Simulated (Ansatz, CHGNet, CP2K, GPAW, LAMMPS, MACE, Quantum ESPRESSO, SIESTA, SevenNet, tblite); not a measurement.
**Running amorphous 73P2O5-20PbO-7Al2O3 (mol %) (88 atoms) with CP2K**

Aim: run amorphous 73P2O5-20PbO-7Al2O3 (mol %) (88 atoms) in CP2K and see how near its forces come to a plane-wave reference, and at what cost.

Method: the method is named at each step, in CP2K 2026.2.

## Step 1: The starting structure

The cell holds 88 atoms: 22 P, 3 Pb, 2 Al and 61 O. Its edges and angles: a = 10.812 Å, b = 10.812 Å, c = 10.812 Å, α = 90.0°, β = 90.0°, γ = 90.0°. 88 atoms (22 P, 3 Sr, 2 Al, 61 O) placed at random at 2.63 g/cm³, melted at 5000 K for 10 ps at fixed volume with the Morse and Coulomb pair potential with partial charges (Pedone, Malavasi, Menziani, Cormack and Segre, J. Phys. Chem. B 110, 11780 (2006)). Quenched from 5000 K to 300 K at 10 K/ps and fixed volume, held 10 ps at zero pressure, then minimised at fixed cell. Then Sr was replaced by Pb and the cell scaled by 1.008 (the potential has no terms for the new elements, so the cell is a start for a DFT relaxation).

The yardstick, on the same geometry:

| Quantity | Value |
| --- | --- |
| method | Kohn-Sham DFT, PBE, PAW, plane waves (Ansatz 0.2.0); cutoff 420 eV, Γ point, fermi-dirac smearing of 0.05 eV; PAW set soft_2 |
| r.m.s. force component | 1.353 eV/Å |
| longest force | 6.082 eV/Å |
| pressure | -2.03 GPa |
| gap (highest filled to lowest empty level) | 0.8801 eV |
| SCF cycles | 11 |
| time | 9.6 s on 8 threads of Arm Neoverse V2, shared host |
| CPU time | 69 s |

## Step 2: PBE, DZVP-MOLOPT-SR, 600/50 Ry, OT DIIS

Method: Kohn-Sham DFT, PBE, GTH-PBE pseudopotentials, Gaussian and plane waves, DZVP-MOLOPT-SR-GTH, orbital transformation.

input.inp reads:

```
&GLOBAL
  PROJECT cell
  RUN_TYPE ENERGY_FORCE
  PRINT_LEVEL LOW
&END GLOBAL
&FORCE_EVAL
  METHOD QS
  STRESS_TENSOR ANALYTICAL
  &DFT
    BASIS_SET_FILE_NAME BASIS_MOLOPT
    POTENTIAL_FILE_NAME GTH_POTENTIALS
    &MGRID
      CUTOFF 600
      REL_CUTOFF 50
      NGRIDS 5
    &END MGRID
    &QS
      EPS_DEFAULT 1.0E-12
    &END QS
    &SCF
      SCF_GUESS ATOMIC
      EPS_SCF 1.0E-06
      MAX_SCF 30
      &OT
        MINIMIZER DIIS
        PRECONDITIONER FULL_ALL
        ENERGY_GAP 0.001
      &END OT
      &OUTER_SCF
        EPS_SCF 1.0E-06
        MAX_SCF 8
      &END OUTER_SCF
      &PRINT
        &RESTART OFF
        &END RESTART
      &END PRINT
    &END SCF
    &XC
      &XC_FUNCTIONAL PBE
      &END XC_FUNCTIONAL
    &END XC
    &PRINT
      &MULLIKEN ON
      &END MULLIKEN
      &LOWDIN ON
      &END LOWDIN
      &HIRSHFELD ON
      &END HIRSHFELD
      &MO_CUBES
        NHOMO 1
        NLUMO 4
        WRITE_CUBE F
      &END MO_CUBES
    &END PRINT
  &END DFT
  &SUBSYS
    &CELL
      A 10.81220 0.00000 0.00000
      B 0.00000 10.81220 0.00000
      C 0.00000 0.00000 10.81220
    &END CELL
    &COORD
      P 8.84654 2.12395 3.80092
      P 5.76993 4.99502 5.73133
      P 9.93101 8.64479 0.76475
      P 9.96269 4.23784 0.03200
      P 2.52011 10.10897 4.61919
      P 5.74258 1.32558 7.58043
      P 2.00491 5.03416 7.39457
      P 1.93052 1.33152 0.50980
      P 9.86711 6.52776 4.89685
      P 8.72253 2.15466 6.92575
      P 0.06628 0.04336 2.77171
      P 4.08907 3.32800 3.69583
      P 3.77573 5.40837 9.92787
      P 6.91700 9.35180 0.53704
      P 0.55175 8.61030 8.78362
      P 8.50250 4.97977 2.60401
      P 9.58415 5.08292 7.76846
      P 2.06275 7.16243 5.17483
      P 2.05789 4.34304 1.43759
      P 8.53926 9.28671 4.61292
      P 5.89719 3.10743 10.10887
      P 2.13400 2.20655 5.91535
      Pb 6.81255 8.06666 7.66607
      Pb 4.15556 9.29049 9.73660
      Pb 5.32079 7.53524 3.21977
      Al 0.59954 0.97083 8.34280
      Al 6.17852 1.35888 2.11292
      O 9.73390 2.75754 0.19440
      O 10.46318 8.64998 10.10616
      O 5.35280 10.68105 7.68574
      O 10.42145 7.46204 1.51663
      O 5.84053 8.39730 0.98294
      O 0.65565 4.50771 0.36956
      O 3.41136 4.04074 2.49394
      O 9.14474 7.88836 5.02465
      O 2.20796 8.72263 5.35085
      O 7.04674 5.31560 2.54671
      O 9.22281 5.90206 3.63712
      O 6.85818 9.49873 9.83651
      O 9.11587 4.91155 1.17799
      O 5.96228 2.44031 0.66722
      O 1.27130 10.29667 3.66761
      O 0.69295 2.30581 5.36588
      O 1.12112 0.84119 1.75147
      O 0.00605 7.74597 7.68196
      O 6.69372 10.70408 1.21702
      O 7.58292 1.48743 3.23317
      O 3.04472 6.78487 4.12139
      O 9.09468 3.59808 7.39760
      O 1.90241 8.11553 9.25719
      O 2.76046 5.11179 8.74653
      O 2.99941 2.67797 4.58351
      O 1.12090 1.23443 10.03210
      O 0.57251 6.89267 4.78786
      O 0.48482 4.97361 7.69537
      O 8.47709 6.14101 7.94891
[... 28 atom lines left out ...]
      O 3.17187 0.48785 0.33010
      O 4.73704 4.17124 10.07297
      O 3.77778 9.89457 3.84460
      O 4.50674 6.68129 9.66827
    &END COORD
    &KIND P
      BASIS_SET DZVP-MOLOPT-SR-GTH-q5
      POTENTIAL GTH-PBE-q5
    &END KIND
    &KIND Pb
      BASIS_SET DZVP-MOLOPT-SR-GTH-q4
      POTENTIAL GTH-PBE-q4
    &END KIND
    &KIND Al
      BASIS_SET DZVP-MOLOPT-SR-GTH-q3
      POTENTIAL GTH-PBE-q3
    &END KIND
    &KIND O
      BASIS_SET DZVP-MOLOPT-SR-GTH-q6
      POTENTIAL GTH-PBE-q6
    &END KIND
  &END SUBSYS
  &PRINT
    &FORCES ON
    &END FORCES
    &STRESS_TENSOR ON
    &END STRESS_TENSOR
  &END PRINT
&END FORCE_EVAL
```

Started as:

```
OMP_NUM_THREADS=1 mpirun -np 4 cp2k.psmp -i input.inp > output.txt
```

Numbers of over 12 decimals in the logs are rounded to 6 here.

The log of the run:

```text
CP2K| version string:                                       CP2K version 2026.2
 CP2K| Input file name                                                 input.inp
 GLOBAL| Basis set file name                                        BASIS_MOLOPT
 GLOBAL| Potential file name                                      GTH_POTENTIALS
 GLOBAL| Run type                                                   ENERGY_FORCE
 GLOBAL| Total number of message passing processes                             4
 GLOBAL| Number of threads for this process                                    1
 TOTAL NUMBERS AND MAXIMUM NUMBERS
  Total number of            - Atomic kinds:                                   4
                             - Atoms:                                         88
                             - Shell sets:                                    88
                             - Shells:                                       440
                             - Primitive Cartesian functions:                416
                             - Cartesian basis functions:                   1232
                             - Spherical basis functions:                   1144
  Maximum angular momentum of- Orbital basis functions:                        2
                             - Local part of the GTH pseudopotential:          2
                             - Non-local part of the GTH pseudopotential:      4
 SCF PARAMETERS         Density guess:                                    ATOMIC
                        max_scf:                                              30
                        eps_scf:                                        1.00E-06
                        Outer loop SCF in use
                        eps_scf                                         1.00E-06
                        max_scf                                                8
 Extrapolation method: initial_guess
 Number of electrons:                                                        494
[... lines left out ...]
  Step     Update method      Time    Convergence         Total energy    Change
[... lines left out ...]
  Total energy:                                             -1139.084045
[... lines left out ...]
  stepsize       :    0.15000000                  energy_gap     :    0.00100000
  eps_taylor     :   0.10000E-15                  max_taylor     :             4
  ----------------------------------- OT ---------------------------------------
  Step     Update method      Time    Convergence         Total energy    Change
[...]
5 OT DIIS     0.15E+00    2.4     0.00000281     -1139.0868973849 -4.94E-07
     6 OT DIIS     0.15E+00    2.4     0.00000096     -1139.0868974543 -6.94E-08
  *** SCF run converged in     6 steps ***
  Electronic density on regular grids:       -494.0000000001       -0.0000000001
  Core density on regular grids:              493.9999999997       -0.0000000003
  Total charge density on r-space grids:       -0.0000000004
  Total charge density g-space grids:          -0.0000000004
  Overlap energy of the core charge distribution:               3.62998e-06
  Self energy of the core charge distribution:              -2927.129359
  Core Hamiltonian energy:                                    822.027503
  Hartree energy:                                            1226.748682
  Exchange-correlation energy:                               -260.733727
  Total energy:                                             -1139.086897
  outer SCF iter =    2 RMS gradient =   0.96E-06 energy =      -1139.0868974543
  outer SCF loop converged in   2 iterations or   36 steps
 !-----------------------------------------------------------------------------!
                     Mulliken Population Analysis
 #  Atom  Element  Kind  Atomic population                           Net charge
       1     P        1          4.163710                              0.836290
       2     P        1          4.383785                              0.616215
       3     P        1          4.298271                              0.701729
[...]
# Total charge                            494.000000                 -0.000000
 !-----------------------------------------------------------------------------!
 !-----------------------------------------------------------------------------!
                           Hirshfeld Charges
  #Atom  Element  Kind  Ref Charge     Population                    Net charge
      1       P      1       5.000          4.052                         0.948
      2       P      1       5.000          4.288                         0.712
      3       P      1       5.000          4.200                         0.800
[...]
87       O      4       6.000          6.394                        -0.394
     88       O      4       6.000          6.329                        -0.329
  Total Charge                                                           -0.000
 !-----------------------------------------------------------------------------!
 LOWDIN POPULATION ANALYSIS
 #  Atom  Element  Kind  Atomic population                           Net charge
[...]
87     O        4          6.515262                             -0.515262
      88     O        4          6.484792                             -0.484792
 # Total charge                            494.000000                 -0.000000
  Eigenvalues of the occupied subspace spin            1
      -0.83085361     -0.82197104     -0.81000261     -0.79987980
      -0.79428754     -0.78439588     -0.77441434     -0.77301606
      -0.76659071     -0.75574660     -0.75012840     -0.74698007
[...]
0.08564939      0.09416345      0.09718339      0.10139903
       0.10418515      0.11316901      0.12996696
 Fermi Energy [eV] :    3.536581
  Using OT eigensolver for additional unoccupied orbitals spin            1
  Lowest Eigenvalues of the unoccupied subspace spin            1
 OT| Eigensolver reached convergence in 181 iterations
       0.14964557      0.15432120      0.17227653      0.18277899
 HOMO - LUMO gap [eV] :    0.535482
 ENERGY| Total FORCE_EVAL ( QS ) energy [hartree]          -1139.086897
 FORCES| Atomic forces [hartree/bohr]
 FORCES|   Atom     x               y               z               |f|
 FORCES|      1 -5.24763635E-02 -1.54552358E-02 -2.72396404E-02   6.11116278E-02
 FORCES|      2  4.83580533E-02 -2.87396068E-02  8.84474573E-02   1.04820890E-01
 FORCES|      3  3.33446377E-02 -6.69509113E-02  2.27563867E-02   7.81801926E-02
[...]
FORCES|     87 -3.45792598E-03 -5.63588617E-03  2.79648055E-03   7.17918996E-03
 FORCES|     88 -9.84314106E-03 -7.74588839E-03  1.11068510E-02   1.67406198E-02
 FORCES| Sum    -1.24498726E-02  5.02342833E-03  1.52621482E-02
 FORCES| Total atomic force                                       2.03265179E-02
 STRESS| Analytical stress tensor [bar]
 STRESS|                        x                   y                   z
 STRESS|      x       -1.26319263333E+04   5.83545528841E+03   5.31339943914E+03
 STRESS|      y        5.83545528841E+03   4.35939752325E+03  -8.86368401048E+02
 STRESS|      z        5.31339943914E+03  -8.86368401048E+02  -1.68048139639E+04
 STRESS| 1/3 Trace                                            -8.35911425798E+03
```

Run time: 97 s. Hardware: 4 MPI ranks of Arm Neoverse V2, shared host; peak memory 2.7 GiB; 6.5 min of CPU time.

Banners, paths, timers and routine set-up lines are dropped from the logs unmarked, and long logs keep their key lines alone; longer cuts are marked.

Numbers from this run, and their distance from the reference:

- r.m.s. force component: 1.463 eV/Å
- r.m.s. difference of force components: 135.5 meV/Å
- longest difference of force vectors: 583.4 meV/Å
- force difference over r.m.s. force: 10.02 %
- slope of forces against the reference's: 1.079
- correlation of force components: 0.9984
- gap (highest filled to lowest empty level): 0.5355 eV
- gap difference: -0.3446 eV
- pressure: -0.8359 GPa
- pressure difference: 1.194 GPa

Length of the force difference by element (eV/Å):

```csv
element,atoms,mean,most
Al,2,0.088,0.12
O,61,0.16,0.33
P,22,0.33,0.58
Pb,3,0.095,0.13
```

A closer look about O72, whose charge lies farthest from its element's mean: 12 atoms, nearest first, numbered in the order of the input, with positions taken from that point.

```csv
atom,x,y,z,distance (Å),Mulliken charge (e),Fx,Fy,Fz (eV/Å)
O72,0.00,0.00,0.00,0.00,-0.58,-0.10,2.80,-1.63
P2,-0.27,-1.49,0.27,1.53,0.62,2.49,-1.48,4.55
O61,-1.01,-1.56,1.59,2.44,-0.51,-0.70,0.24,-0.21
O63,1.01,-2.29,0.17,2.51,-0.53,0.32,-0.04,-0.55
Pb25,-0.72,1.05,-2.24,2.58,1.15,0.85,-0.04,0.97
O83,-1.18,-2.13,-0.88,2.59,-0.30,-2.27,-0.59,-3.07
Pb23,0.78,1.59,2.21,2.83,1.19,0.75,-0.55,-0.75
O48,-2.99,0.30,-1.34,3.29,-0.39,-0.99,-0.26,0.67
O37,1.01,-1.16,-2.91,3.30,-0.39,1.33,-0.04,0.16
O74,1.39,2.52,-1.81,3.40,-0.50,-0.70,-0.72,-0.43
O35,3.11,1.41,-0.44,3.44,-0.24,1.44,-3.07,1.36
O56,2.44,-0.34,2.49,3.50,-0.43,0.92,-0.86,0.08
```

Forces lie 10 % from the reference's, at 5.7 times its CPU time (on 4 against 8 cores).

The forces add up to 1.0 eV/Å instead of zero, usually a sign of too coarse a grid.

## Step 3: PBE, SZV-MOLOPT-SR, 600/50 Ry, OT DIIS

Method: Kohn-Sham DFT, PBE, GTH-PBE pseudopotentials, Gaussian and plane waves, SZV-MOLOPT-SR-GTH, orbital transformation.

Edit input.inp of step 2 so:

```diff
@@ -46,4 +46,2 @@
       &END LOWDIN
-      &HIRSHFELD ON
-      &END HIRSHFELD
       &MO_CUBES
@@ -61,7 +59,8 @@
     &END CELL
-    &COORD
-[... 88 atom lines left out: the same atoms as in the first run ...]
-    &END COORD
+    &TOPOLOGY
+      COORD_FILE_NAME structure.xyz
+      COORD_FILE_FORMAT XYZ
+    &END TOPOLOGY
     &KIND P
-      BASIS_SET DZVP-MOLOPT-SR-GTH-q5
+      BASIS_SET SZV-MOLOPT-SR-GTH-q5
       POTENTIAL GTH-PBE-q5
@@ -69,3 +68,3 @@
     &KIND Pb
-      BASIS_SET DZVP-MOLOPT-SR-GTH-q4
+      BASIS_SET SZV-MOLOPT-SR-GTH-q4
       POTENTIAL GTH-PBE-q4
@@ -73,3 +72,3 @@
     &KIND Al
-      BASIS_SET DZVP-MOLOPT-SR-GTH-q3
+      BASIS_SET SZV-MOLOPT-SR-GTH-q3
       POTENTIAL GTH-PBE-q3
@@ -77,3 +76,3 @@
     &KIND O
-      BASIS_SET DZVP-MOLOPT-SR-GTH-q6
+      BASIS_SET SZV-MOLOPT-SR-GTH-q6
       POTENTIAL GTH-PBE-q6
```

structure.xyz reads:

```xyz
88

P 8.84654 2.12395 3.80092
P 5.76993 4.99502 5.73133
P 9.93101 8.64479 0.76475
P 9.96269 4.23784 0.03200
P 2.52011 10.10897 4.61919
P 5.74258 1.32558 7.58043
P 2.00491 5.03416 7.39457
P 1.93052 1.33152 0.50980
P 9.86711 6.52776 4.89685
P 8.72253 2.15466 6.92575
P 0.06628 0.04336 2.77171
P 4.08907 3.32800 3.69583
P 3.77573 5.40837 9.92787
P 6.91700 9.35180 0.53704
P 0.55175 8.61030 8.78362
P 8.50250 4.97977 2.60401
P 9.58415 5.08292 7.76846
P 2.06275 7.16243 5.17483
P 2.05789 4.34304 1.43759
P 8.53926 9.28671 4.61292
[... 64 atom lines left out ...]
O 3.17187 0.48785 0.33010
O 4.73704 4.17124 10.07297
O 3.77778 9.89457 3.84460
O 4.50674 6.68129 9.66827
```

Started as:

```
OMP_NUM_THREADS=2 cp2k.psmp -i input.inp > output.txt
```

The log of the run:

```text
CP2K| version string:                                       CP2K version 2026.2
 CP2K| Input file name                                                 input.inp
 GLOBAL| Basis set file name                                        BASIS_MOLOPT
 GLOBAL| Potential file name                                      GTH_POTENTIALS
 GLOBAL| Run type                                                   ENERGY_FORCE
 GLOBAL| Total number of message passing processes                             1
 GLOBAL| Number of threads for this process                                    2
 TOTAL NUMBERS AND MAXIMUM NUMBERS
  Total number of            - Atomic kinds:                                   4
                             - Atoms:                                         88
[... lines left out ...]
  Step     Update method      Time    Convergence         Total energy    Change
[... lines left out ...]
  Total energy:                                             -1127.886405
[... lines left out ...]
  Step     Update method      Time    Convergence         Total energy    Change
[... lines left out ...]
  Total energy:                                             -1129.216703
[... lines left out ...]
  Step     Update method      Time    Convergence         Total energy    Change
[... lines left out ...]
  *** SCF run converged in     5 steps ***
[... lines left out ...]
  Total energy:                                             -1129.216703
[... lines left out ...]
  outer SCF loop converged in   3 iterations or   65 steps
[... lines left out ...]
 # Total charge                            494.000000                  0.000000
  Eigenvalues of the occupied subspace spin            1
      -0.83238622     -0.82102412     -0.80727081     -0.79167485
      -0.78542097     -0.77954835     -0.76689254     -0.76443563
      -0.75758761     -0.74439544     -0.74039983     -0.73572906
[...]
0.15182940      0.15261414      0.15619062      0.16198016
       0.16630225      0.17010976      0.17769133
 Fermi Energy [eV] :    4.835227
  Using OT eigensolver for additional unoccupied orbitals spin            1
  Lowest Eigenvalues of the unoccupied subspace spin            1
 OT| Eigensolver reached convergence in 59 iterations
       0.18249729      0.20470738      0.21252348      0.22594121
 HOMO - LUMO gap [eV] :    0.130777
 ENERGY| Total FORCE_EVAL ( QS ) energy [hartree]          -1129.216703
 FORCES| Atomic forces [hartree/bohr]
 FORCES|   Atom     x               y               z               |f|
 FORCES|      1 -6.71365598E-03 -3.50398569E-03 -2.48782484E-03   7.97122104E-03
 FORCES|      2  1.43536152E-02 -4.34323831E-02  4.20208601E-02   6.21140149E-02
 FORCES|      3  1.56367091E-02 -3.39478011E-02 -1.82327963E-02   4.15859921E-02
[...]
FORCES|     87  1.54594282E-01 -3.60402653E-02 -9.36227997E-02   1.84291946E-01
 FORCES|     88  8.36228217E-02  1.54881022E-01 -2.56082426E-02   1.77867055E-01
 FORCES| Sum    -1.61997354E-02  4.27459263E-03  1.61887056E-02
 FORCES| Total atomic force                                       2.32975913E-02
 STRESS| Analytical stress tensor [bar]
 STRESS|                        x                   y                   z
 STRESS|      x        3.90581012485E+05  -5.53093550943E+03  -6.04807050168E+03
 STRESS|      y       -5.53093550943E+03   3.97598850000E+05  -2.37825935128E+03
 STRESS|      z       -6.04807050168E+03  -2.37825935128E+03   3.92624617439E+05
 STRESS| 1/3 Trace                                             3.93601493308E+05
```

It took 3.7 min on 2 threads; peak memory 1.6 GiB; 6.8 min of CPU time.

Against the reference:

* r.m.s. force component: 3.228 eV/Å
* r.m.s. difference of force components: 3126 meV/Å
* longest difference of force vectors: 9989 meV/Å
* force difference over r.m.s. force: 231.1 %
* slope of forces against the reference's: 0.6774
* correlation of force components: 0.2839
* gap (highest filled to lowest empty level): 0.1308 eV
* gap difference: -0.7493 eV
* pressure: 39.36 GPa
* pressure difference: 41.39 GPa

This is a coarse setting, run to see what it loses.

Against the first run (10 %), the force difference from the reference is 231 %, at 1.1 times the CPU time (on 2 against 4 cores) (65 SCF steps against 36), with 352 basis functions against 1144: the smaller basis costs accuracy.

The forces add up to 1.2 eV/Å instead of zero, usually a sign of too coarse a grid.

[end of part 1 of 2]

[Also dropped from logs without a mark: logging warnings of Python, and SIESTA's first energy breakdown and zero terms.]

[Logs are printed without paths, hosts, clocks, repeated set-up lines and the standing remarks that a program may print on its own settings, such as how far it seeks lower states.]

[Hosts, paths, dates, database ids (printed as entryN), source tags and the programs' standing remarks are cut or masked in the printed files.]
